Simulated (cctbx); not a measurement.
# Y4Ge6Rh7 across an absorption edge

Space group Im-3m (no. 229), a = 8.2470 Å, b = 8.2470 Å, c = 8.2470 Å, α = 90.00°, β = 90.00°, γ = 90.00°.

| atom | mult. | x | y | z | Ueq (Å²) |
| --- | --- | --- | --- | --- | --- |
| Rh1 | 2 | 0 | 0 | 0 | 0.0057 |
| Rh2 | 12 | 1/4 | 0 | 1/2 | 0.0041 |
| Y1 | 8 | 1/4 | 1/4 | 1/4 | 0.0047 |
| Ge1 | 12 | 0.6932 | 0 | 0 | 0.0045 |

The model is made up (kin elements in a known structure type, no relaxation), so it says nothing on whether the phase exists.

Calculated with cctbx: free-atom f′ and f″ from the Sasaki tables, no fine structure; amplitudes in electrons.

```
E (eV)  F 0 0 4  F 2 2 2  F 4 2 2  F 1 0 1
 22620    845.2    780.9     31.6     42.1
 22970    835.3    773.9     33.2     40.6
 23100    826.0    767.2     34.6     39.3
 23160    817.1    760.8     35.9     38.0
 23190    808.2    754.4     37.1     36.7
 23205    799.5    748.2     38.3     35.4
 23212    791.7    742.5     39.4     34.3
 23216    783.3    736.5     40.6     33.0
 23224    773.3    729.1     41.3     31.7
 23228    789.8    741.0     39.0     34.1
 23235    800.0    748.4     37.5     35.5
 23250    810.1    755.7     36.1     37.0
 23280    820.0    762.8     34.7     38.4
 23370    832.9    772.1     32.9     40.3
 23620    846.9    782.2     31.1     42.3
```

**Question.** Which edge is crossed, and why do the reflections move as they do?

The K edge of Rh. The edge is at 23220 eV. f′ of Rh falls from -4.7 e at 23100 eV to -7.8 e at 4 eV below it, and f″ steps from 0.55 to 3.65 e across it. Over that approach |F| changes by -5 % (0 0 4), -4 % (2 2 2), +17 % (4 2 2) and -16 % (1 0 1): a reflection falls where Rh scatters in phase with the total and rises where it scatters against it; it hardly moves where the Rh term is small or cancels by symmetry. Above the edge the larger f″ enters the imaginary part, where it can add to or cancel the other atoms' f″. The structure is centrosymmetric, so Friedel mates stay equal.

[Logs are printed without paths, hosts, clocks, repeated set-up lines and the standing remarks that a program may print on its own settings, such as how far it seeks lower states.]
